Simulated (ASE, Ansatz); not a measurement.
**What do other settings change for random hcp (Re, Os, Rh, Ir, Ru) solid solution (100 atoms)?**

The cell holds 100 atoms: 20 Rh, 20 Os, 20 Ru, 20 Ir and 20 Re. Its edges and angles: a = 13.630 Å, b = 13.630 Å, c = 8.724 Å, α = 90.0°, β = 90.0°, γ = 120.0°. It derives from Re and Ru, Ir, Rh and Os. Hcp lattice (a = 2.726 Å, c = 4.362 Å, the mean of the end members), 5 x 5 x 2 cells, metal sites filled at random with 20 Re, 20 Os, 20 Rh, 20 Ir, 20 Ru; not relaxed, displaced by a Gaussian of 0.02 Å.

Geometry: as built.

Reference run: Kohn-Sham DFT, PBE, PAW (set soft_2), plane waves (Ansatz 0.2.0), cutoff 420 eV, k-mesh 2×2×2, fermi-dirac smearing of 0.1 eV.

* r.m.s. force component: 0.4777 eV/Å
* pressure: 5.925 GPa
* spacing of highest filled and lowest empty level: 0.0014 eV
* SCF cycles: 9
* time: 6 s on 1 × NVIDIA GB200 with 32 threads of Arm Neoverse V2, shared host

Q: Estimate how much each variant changes the results, and its time and memory.
- support functions low
- support functions medium
- support functions high
- support functions medium, radius 4.09 Å
- support functions medium, radius 4.46 Å
- support functions medium, radius 5.02 Å

Each row is set against the plane-wave reference (Kohn-Sham DFT, PBE, PAW (set soft_2), plane waves; r.m.s. force component 0.478 eV/Å). Energies are set beside the reference only for runs with its functional, potentials and electron count. Times are for 1 × NVIDIA GB200 with 32 threads of Arm Neoverse V2, shared host. The reference's time includes the DOS, ELF, the stress and grids, which some other runs skip.

| run | Δ force, r.m.s. (meV/Å) | share of r.m.s. force (%) | Δ energy (meV/atom) | cycles | time | host memory (GiB) | planned on the GPU (GiB) |
| --- | --- | --- | --- | --- | --- | --- | --- |
| reference | - | - | - | 9 | 6 s | 5.5 | 52 |
| support functions low | 1.52 | 0.319 | -3.03 | 15 | 18 s | 1.8 | 5.9 |
| support functions medium | 1.52 | 0.319 | -3.03 | 15 | 21 s | 1.7 | 5.9 |
| support functions high ¶ | 0.649 | 0.136 | -3.09 | 32 | 41 s | 2.0 | 12 |
| support functions medium, radius 4.09 Å | 1.65 | 0.345 | -3.07 | 11 | 19 s | 1.7 | 6.9 |
| support functions medium, radius 4.46 Å | 1.08 | 0.227 | -3.10 | 11 | 20 s | 1.9 | 8.9 |
| support functions medium, radius 5.02 Å | 0.78 | 0.163 | -3.11 | 11 | 21 s | 1.9 | 11 |

¶ The program warns that the support functions of this run were not fully converged.

Among numerical settings the force difference runs from 0.65 meV/Å (support functions high) to 1.6 meV/Å (support functions medium, radius 4.09 Å). At 100 atoms the fastest of the runs at a preset level, support functions low, takes roughly 3.0 times the time of plane waves (whose run also made extra analyses, so the like-for-like ratio is larger), in 15 SCF cycles against 9. Differences between support functions and plane waves include what basis error the plane-wave run still has. As the radius goes from 3.71 to 5.02 Å, the force difference goes from 1.5 to 0.78 meV/Å (not steadily; the least is 0.78 at 5.02 Å), while the time lies between 19 s and 21 s. 

[Hosts, paths, dates, database ids (printed as entryN), source tags and the programs' standing remarks are cut or masked in the printed files.]
